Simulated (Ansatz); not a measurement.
# Phonons of Y3SbC antiperovskite, part 2 of 2

The plan: relax Y3SbC antiperovskite, check its phonons, and, if the lattice is stable, compute its Eliashberg function and ρ(T).

Ansatz 0.2.0; DFT PBE, scalar-relativistic, plane waves, PAW.

So far. Step 2 (Rough relaxation): The largest force is now zero by symmetry and the largest stress component 0.21 GPa. Step 3 (Relaxation): The largest force is now zero by symmetry and the largest stress component 0.0023 GPa, small enough for phonons. The relaxed cell has a = 4.873 Å (conventional setting).

The structure was built from a prototype and need not be the compound's stable phase.

### Step 4. Lattice stability: q 2×2×2, k 4×4×4

Before any scattering is computed, the phonons show whether the structure is a minimum.

File input.yaml:

```yaml
crystal:
  lattice:
    - [4.8727765064, 0.0, 0.0]
    - [0.0, 4.8727765064, 0.0]
    - [0.0, 0.0, 4.8727765064]
  atoms:
    - { symbol: Sb, position: [0.0, 0.0, 0.0] }
    - { symbol: "Y", position: [0.5, 0.5, 0.0] }
    - { symbol: "Y", position: [0.5, 0.0, 0.5] }
    - { symbol: "Y", position: [0.0, 0.5, 0.5] }
    - { symbol: C, position: [0.5, 0.5, 0.5] }
kpoints:
  mp_grid: { grid: [4, 4, 4] }
hamiltonian:
  xc: pbe
scf:
  occupations: { method: methfessel_paxton, width: 0.2 }
output:
  eigenvalues: true
phonons:
  method: dfpt
  qmesh: [2, 2, 2]
  temperatures: { t_max: 1000, t_step: 50 }
  qpath:
    path:
      - [[0.0, 0.0, 0.0], [0.0, 0.5, 0.0], [0.5, 0.5, 0.0], [0.0, 0.0, 0.0], [0.5, 0.5, 0.5], [0.0, 0.5, 0.0]]
      - [[0.5, 0.5, 0.5], [0.5, 0.5, 0.0]]
    npoints: 10
```

Run with:

```sh
ansatz run input.yaml --threads 4 --pin off --max-ram 16384MiB --backend cpu --events-out ev --progress --plain --runs-dir out
```

Numbers of over 12 decimals in the logs are rounded to 6 here.

The program printed:

```text
[...]
Crystal: 5 atoms, lattice volume = 115.699 Å³
Basis set: ecut = 420 eV, 2301 PW (Γ), exchange–correlation on 72×72×72 points (8 copies of the dense FFT grid, shifted against one another)
Bands: 32, of which v1, the nominal top of the filled ones, is band 26 counted from 1 (25 counted from 0)
Symmetry: 48 space group operations
k-points: 10 of 64
[...]
SCF iter   1: F=—  HF=-18284.840302 eV  |F-HF|=—  |Δ(HF+E_count)|=         —  Δρ=3.23e-3  dr2=2.17e-2  ethr=1.77e-3  ⟨swp⟩=5.4  Hψ=1255  notcnv=0
[...]
SCF iter   9: F=-18284.834304 eV  HF=-18284.834304 eV  |F-HF|=1.09e-11  |Δ(HF+E_count)|=  3.64e-11  S|Δr|=    0.00e0  Δρ=5.42e-8  dr2=2.86e-12  ethr=1.00e-12  ⟨swp⟩=5.6  Hψ=1501  notcnv=0
SCF 1 converged in 9 iterations: F = -18284.834304 eV  dr2 = 2.86e-12
[...]
SCF iter   1: F=—  HF=-18284.834305 eV  |F-HF|=—  |Δ(HF+E_count)|=         —  Δρ=1.11e-6  dr2=9.31e-10  ethr=1.42e-7  ⟨swp⟩=3.6  Hψ=2137  notcnv=0
eigensolver tolerance schedule: the retry pair's looser diagonalisation over-reported the residual by 79216.67 of it (diagonalisation noise at an unbounded share of the residual, at the tolerance the schedule requests for it); recorded, not acted on — ethr = c·dr2/N_el stays at c = 1.0e-1
[...]
SCF iter   2: F=—  HF=-18284.834304 eV  |F-HF|=—  |Δ(HF+E_count)|=   5.64e-7  S|Δr|=    0.00e0  Δρ=6.81e-7  dr2=4.51e-10  ethr=1.79e-12  ⟨swp⟩=3.9  Hψ=890  notcnv=0
[...]
SCF iter   5: F=-18284.834304 eV  HF=-18284.834304 eV  |F-HF|=3.64e-12  |Δ(HF+E_count)|=  2.18e-11  S|Δr|=    0.00e0  Δρ=1.04e-7  dr2=7.79e-12  ethr=1.00e-12  ⟨swp⟩=1.7  Hψ=711  notcnv=0
SCF 2 converged in 5 iterations: F = -18284.834304 eV  dr2 = 7.79e-12
phonons: the bands overlap, so this run is a metal and interpolates without the dipole-dipole term. If the crystal is really an insulator or semiconductor, its LO-TO splitting is missing
NSCF: frozen V_eff on 10 k-points
[...]
DFPT response loops at q = (0, 0, 0) (fractional): preconditioner auto → Kerker (q_TF=auto, 2.388 Å⁻¹) (partly filled bands, converged f_vac=0.000); β = 1.00, the filter's whole step (`scf.mixing.beta` (0.50) is not read by the response loops under this deck's `scf.mixing.preconditioner`; to damp them name `kerker` or `kerker_dos`, under which they read `scf.mixing.beta`, and type it under 1.00, their step now; both keys bind the ground state too); Broyden in place of MSR1
[...]
SCF converged after 9 iterations
Stability not checked: this state was not tested for a lower state beside it, because cold or Methfessel-Paxton smearing, or corrected tetrahedra, fill the levels in a way that the test cannot read (fill_not_monotonic; see scf.lower_state_search)
Free energy (F): -18284.834304 eV
[...]
Internal energy: -18284.837492 eV  (E = F + TS)
E sigma→0 (E₀):  -18284.835101 eV
Entropy (-TS):   0.003188 eV (0.638 meV/atom)
Fermi energy:    11.949955 eV
[...]
--- Band table (eV; the first three rows and the last of 10) ---
  k-point 0: bands = [... 22 lower, 10.2981, 10.2981, 11.0236, 11.0236, 11.0236, 11.6765, 11.6765, 11.6765, ... 2 higher]
  k-point 1: bands = [... 22 lower, 10.0735, 10.5617, 10.5617, 10.8173, 11.2444, 11.4563, 12.8720, 12.8720, ... 2 higher]
  k-point 2: bands = [... 22 lower, 9.1538, 10.3782, 10.3782, 11.5669, 11.6293, 12.8721, 12.9496, 13.2022, ... 2 higher]
  k-point 9: bands = [... 22 lower, 8.9099, 8.9099, 8.9099, 12.3628, 12.3628, 12.3628, 13.2393, 13.2393, ... 2 higher]
--- Phonons (Γ-DFPT): 4 representative perturbations + reference (Σ response iterations 12) ---
  ASR residual: 3.423e-5 → 0.000e0 eV/Å²; symmetrization residual: 6.135e-6 eV/Å²
  ASR residual per site (eV/Å²): 1.88e-6 2.94e-5 2.94e-5 2.94e-5 3.42e-5
  Γ frequencies (cm⁻¹): 0.00 0.00 0.00 98.28 98.28 98.28 136.83 136.83 136.83 187.11 187.11 187.11 427.98 427.98 427.98
--- Phonons (arbitrary-q DFPT): 4 irreducible q on the 2×2×2 mesh ---
  q = [0.0000, 0.0000, 0.0000] (star 1, of the zone-centre solve; hermiticity 1.03e-6, symmetrization 1.38e-11): -0.00 -0.00 0.00 98.28 98.28 98.28 136.83 136.83 136.83 187.11 187.11 187.11 427.98 427.98 427.98
  q = [0.0000, 0.0000, -0.5000] (star 3, 9 solved perturbations in 216 linear systems a pass and spin channel, the states on 27 of 64 k-point pairs; hermiticity 2.97e-7, symmetrization 3.95e-12): 85.64 85.64 88.00 88.00 92.17 98.93 106.59 121.51 121.51 179.09 179.09 203.86 411.31 411.31 475.21
[...]
sum rule: each row above includes the acoustic sum rule's correction from the zone centre's row sums; it moved no ω² by more than (0.88 cm⁻¹)²
  mesh force constants: q→R imaginary residual 2.51e-18; ASR residual 3.423e-5 → 0.000e0 eV/Å²; symmetrization residual 1.954e-14 eV/Å²
  interpolated dispersion: 62 rows × 15 modes
  density of states and harmonic sums: on the 14×14×14 q-mesh, interpolated from the force constants of a 2×2×2 supercell (no non-analytic term)
  largest difference from the sums on the solved wave vectors: F 1.70e-1 eV, S 2.32e-4 and C_V 6.11e-5 eV/K
  zero-point energy: 0.169089 eV/cell   skipped modes (ω ≤ 0): 11, of them read as no rigid motion or as one in doubt: 8 (4.045e-2 modes/cell left out, lowest -37.74 cm⁻¹)   left out of the sums: 2.77e-3 of the cell's modes: C_V's classical limit lies that fraction below 3 k_B per atom; for a crystal, a wire or a layer, F and S can be off by more, and a phonons.interpolated_qmesh denser along its periods is the remedy for the sampling
```

Wall time 81 s (4 threads of Arm Neoverse V1, shared host); peak memory 0.68 GiB; 5.2 min of CPU time.

In the SCF lines HF is the Harris–Foulkes energy and dr2 the Hartree energy of the density residual, in eV; the loop may stop once dr2 is under the threshold and the program's other checks hold. Hψ counts applications of the Hamiltonian.

This step gave:

* share of imaginary modes in the plain interpolation between solved wavevectors: 0.0018
* highest frequency, solved or plainly interpolated: 475.2 cm⁻¹

Solved on the 2×2×2 mesh alone; all other wavevectors are interpolated. Phonon branches along the path, in cm⁻¹:

```
    point  branch 1  branch 2  branch 3  branch 4  branch 12  branch 13  branch 14  branch 15
        Γ         0         0         0        98        187        428        428        428
  halfway        48        48        72        99        195        420        420        452
        X        86        86        88        88        204        411        411        475
  halfway        57        82        84        86        219        404        438        470
        M       -38        77        77        88        234        398        465        465
  halfway        57        65        90        94        206        412        445        445
        Γ         0         0         0        98        187        428        428        428
  halfway        67        67        91        92        213        436        436        436
        R        52        52        52        82        244        437        437        437
  halfway        63        66        85        85        225        427        428        460
        X        86        86        88        88        204        411        411        475
jump to R        52        52        52        82        244        437        437        437
  halfway        25        70        70        85        237        417        451        451
        M       -38        77        77        88        234        398        465        465
```

Lowest modes at the softest wavevector of the mesh. Modes at q = (0.500, 0.500, 0.000), with each element's share of the kinetic energy (negative means imaginary):

| mode | frequency (cm⁻¹) | Sb % | Y % | C % |
| --- | --- | --- | --- | --- |
| 1 | -37.7 | 0 | 100 | 0 |
| 2 | 76.7 | 45 | 55 | 0 |
| 3 | 76.7 | 45 | 55 | 0 |
| 4 | 88.0 | 100 | 0 | 0 |
| 5 | 105.9 | 55 | 45 | 0 |
| 6 | 105.9 | 55 | 45 | 0 |

Displacements in mode 1 (-37.7 cm⁻¹), the largest set to 1, in the home cell:
```
Sb1  0.00  0.00  0.00
Y2   0.00  0.00  0.00
Y3  -1.00  0.00  0.00
Y4   0.00  1.00  0.00
C5   0.00  0.00  0.00
```

Displacements in mode 5 (105.9 cm⁻¹), the largest set to 1, in the home cell:
```
Sb1 -0.06  0.95  0.00
Y2  -1.00  0.06  0.00
Y3   0.00  0.00  0.00
Y4   0.00  0.00  0.00
C5   0.14 -0.01  0.00
```

Among the solved wavevectors the lowest mode, translations apart, is -37.7 cm⁻¹, imaginary.

### Step 5. Phonons: q 2×2×2, k 4×4×4

The next rung's rule gives the same meshes for this cell, so the phonon run is repeated as it was and tests nothing new.

input.yaml is that of step 4.

The program printed:

```text
[...]
Crystal: 5 atoms, lattice volume = 115.699 Å³
Basis set: ecut = 420 eV, 2301 PW (Γ), exchange–correlation on 72×72×72 points (8 copies of the dense FFT grid, shifted against one another)
Bands: 32, of which v1, the nominal top of the filled ones, is band 26 counted from 1 (25 counted from 0)
Symmetry: 48 space group operations
k-points: 10 of 64
[...]
SCF iter   1: F=—  HF=-18284.840302 eV  |F-HF|=—  |Δ(HF+E_count)|=         —  Δρ=3.23e-3  dr2=2.17e-2  ethr=1.77e-3  ⟨swp⟩=5.4  Hψ=1255  notcnv=0
[...]
SCF iter   9: F=-18284.834304 eV  HF=-18284.834304 eV  |F-HF|=1.09e-11  |Δ(HF+E_count)|=  3.64e-11  S|Δr|=    0.00e0  Δρ=5.42e-8  dr2=2.86e-12  ethr=1.00e-12  ⟨swp⟩=5.6  Hψ=1501  notcnv=0
SCF 1 converged in 9 iterations: F = -18284.834304 eV  dr2 = 2.86e-12
[...]
SCF iter   5: F=-18284.834304 eV  HF=-18284.834304 eV  |F-HF|=3.64e-12  |Δ(HF+E_count)|=  2.18e-11  S|Δr|=    0.00e0  Δρ=1.04e-7  dr2=7.79e-12  ethr=1.00e-12  ⟨swp⟩=1.7  Hψ=711  notcnv=0
SCF 2 converged in 5 iterations: F = -18284.834304 eV  dr2 = 7.79e-12
[...]
SCF converged after 9 iterations
[...]
Free energy (F): -18284.834304 eV
[...]
Internal energy: -18284.837492 eV  (E = F + TS)
E sigma→0 (E₀):  -18284.835101 eV
Entropy (-TS):   0.003188 eV (0.638 meV/atom)
Fermi energy:    11.949955 eV
[...]
--- Band table (eV; the first three rows and the last of 10) ---
  k-point 0: bands = [... 22 lower, 10.2981, 10.2981, 11.0236, 11.0236, 11.0236, 11.6765, 11.6765, 11.6765, ... 2 higher]
  k-point 1: bands = [... 22 lower, 10.0735, 10.5617, 10.5617, 10.8173, 11.2444, 11.4563, 12.8720, 12.8720, ... 2 higher]
  k-point 2: bands = [... 22 lower, 9.1538, 10.3782, 10.3782, 11.5669, 11.6293, 12.8721, 12.9496, 13.2022, ... 2 higher]
  k-point 9: bands = [... 22 lower, 8.9099, 8.9099, 8.9099, 12.3628, 12.3628, 12.3628, 13.2393, 13.2393, ... 2 higher]
[...]
ASR residual: 3.423e-5 → 0.000e0 eV/Å²; symmetrization residual: 6.135e-6 eV/Å²
  ASR residual per site (eV/Å²): 1.88e-6 2.94e-5 2.94e-5 2.94e-5 3.42e-5
[...]
--- Phonons (arbitrary-q DFPT): 4 irreducible q on the 2×2×2 mesh ---
[...]
interpolated dispersion: 62 rows × 15 modes
[...]
```

Elapsed: 81 s, on 4 threads; peak memory 0.66 GiB.

Solved on the 2×2×2 mesh alone; all other wavevectors are interpolated. Phonon branches along the path, in cm⁻¹:

(Unchanged from step 4.)

Lowest modes at the softest wavevector of the mesh. Modes at q = (0.500, 0.500, 0.000), with each element's share of the kinetic energy (negative means imaginary):

```csv
mode,frequency (cm⁻¹),Sb %,Y %,C %
1,-37.7,0,100,0
2,76.7,45,55,0
3,76.7,45,55,0
4,88.0,100,0,0
5,105.9,55,45,0
6,105.9,55,45,0
```

The modes has structure finer than the step of the table below, so its rows give means over 10 cm⁻¹, whole bins alone (the curve runs from -42.6 to 498 cm⁻¹). Peaks (cm⁻¹: height): C 427.0: 0.0482; Sb 86.7: 0.106; Y 100.3: 0.0834, 120.7: 0.153, 182.0: 0.135.

Phonopy on the run's constants, 11x11x11 mesh, Gaussian sigma 3.9 cm⁻¹. Modes against wavenumber; means over each step; values in 1/cm⁻¹/cell:

```
wavenumber (cm⁻¹)        C       Sb        Y
              -30        0        0  0.00181
              -20        0        0   5.5e-4
              -10   1.0e-7   9.4e-6   1.7e-5
                0   6.7e-6   5.3e-5   4.0e-4
               10   6.5e-6   8.2e-5  0.00215
               20   4.4e-5   5.1e-4  0.00459
               30   8.8e-5  0.00110  0.00648
               40   1.8e-4  0.00256   0.0120
               50   2.5e-4  0.00498   0.0237
               60   3.6e-4   0.0104   0.0390
               70   3.7e-4   0.0197   0.0474
               80   3.2e-4   0.0654   0.0553
               90   3.6e-4   0.0915   0.0566
              100   4.4e-4   0.0614   0.0759
              110   1.9e-4   0.0247   0.0676
              120   5.1e-5   0.0129    0.129
              130   1.3e-5  0.00346   0.0696
              140   5.0e-7   5.1e-5  0.00567
              150   8.0e-5        0   8.6e-4
              160   6.3e-4        0  0.00770
              170  0.00196   5.7e-5   0.0361
              180  0.00365   3.8e-4    0.113
              190  0.00101   1.7e-4   0.0406
              200   4.3e-4   9.6e-5   0.0164
              210   4.8e-4   8.0e-5   0.0228
              220   4.2e-4   2.2e-5   0.0232
              230   2.6e-4   2.9e-6   0.0211
              240   6.9e-5        0  0.00807
              250   4.1e-6        0   5.9e-4
              260        0        0   1.9e-6
              270        0        0        0
              280        0        0        0
              290        0        0        0
              300        0        0        0
              310        0        0        0
              320        0        0        0
              330        0        0        0
              340        0        0        0
              350        0        0        0
              360        0        0        0
              370        0        0        0
              380   1.1e-6        0        0
              390   7.1e-4        0   7.0e-5
              400   0.0112        0  0.00107
              410   0.0343   1.0e-5  0.00283
              420   0.0464   3.0e-5  0.00315
              430   0.0455   3.7e-5  0.00220
              440   0.0442   3.0e-5  0.00119
              450   0.0424   3.3e-5   6.2e-4
              460   0.0399   3.4e-5   2.7e-4
              470   0.0213   1.4e-5   6.9e-5
              480  0.00241        0   3.1e-6
              490   8.2e-6        0        0
```

No LO-TO term; unit eigenvectors of the mass-weighted matrix. Modes at Γ, with each element's share of the kinetic energy:

```csv
mode,frequency (cm⁻¹),symmetry,Sb %,Y %,C %
1,0.0,T1u,30,67,3
2,0.0,T1u,30,67,3
3,0.0,T1u,30,67,3
4,98.3,T1u,69,31,0
5,98.3,T1u,69,31,0
6,98.3,T1u,69,31,0
7,136.8,T2u,0,100,0
8,136.8,T2u,0,100,0
9,136.8,T2u,0,100,0
10,187.1,T1u,1,95,4
11,187.1,T1u,1,95,4
12,187.1,T1u,1,95,4
13,428.0,T1u,0,7,93
14,428.0,T1u,0,7,93
15,428.0,T1u,0,7,93
```

Displacements in mode 6 (98.3 cm⁻¹), the largest set to 1:
```
Sb1  0.00  0.11  1.00
Y2   0.00 -0.05 -0.34
Y3   0.00 -0.04 -0.51
Y4   0.00 -0.05 -0.51
C5   0.00 -0.02 -0.15
```

Displacements in mode 12 (187.1 cm⁻¹), the largest set to 1:
```
Sb1 -0.10  0.00  0.00
Y2  -0.48  0.00  0.01
Y3  -0.48  0.01  0.00
Y4   1.00  0.00  0.00
C5   0.69  0.00  0.01
```

Among the solved wavevectors the lowest mode, translations apart, is -37.7 cm⁻¹, imaginary.

### Step 6. Summary of results

```
phonon run of the rows without a label of their own : PBE, q 2×2×2, k 4×4×4
softest mode on the q mesh                          : -37.7 cm⁻¹ at q = (0.5, 0.5, 0)
highest frequency, solved or plainly interpolated   : 475 cm⁻¹
```

**Reading.** The lattice is dynamically unstable at this level: a mode at q = (0.5, 0.5, 0) is imaginary, 37.7i cm⁻¹, so no harmonic coupling constant or resistivity is defined for this structure. These meshes are coarse, and single modes of a metal can move by tens of cm⁻¹ with the k mesh. The mode is weak and these meshes are coarse, so a denser k mesh or another smearing could remove it. The phonon runs are not spin-polarised. The structure was built by hand as an ordered model, and its stability against other phases was not tested.

[Logs are printed without paths, hosts, clocks, repeated set-up lines and the standing remarks that a program may print on its own settings, such as how far it seeks lower states.]

[Hosts, paths, dates, database ids (printed as entryN), source tags and the programs' standing remarks are cut or masked in the printed files.]
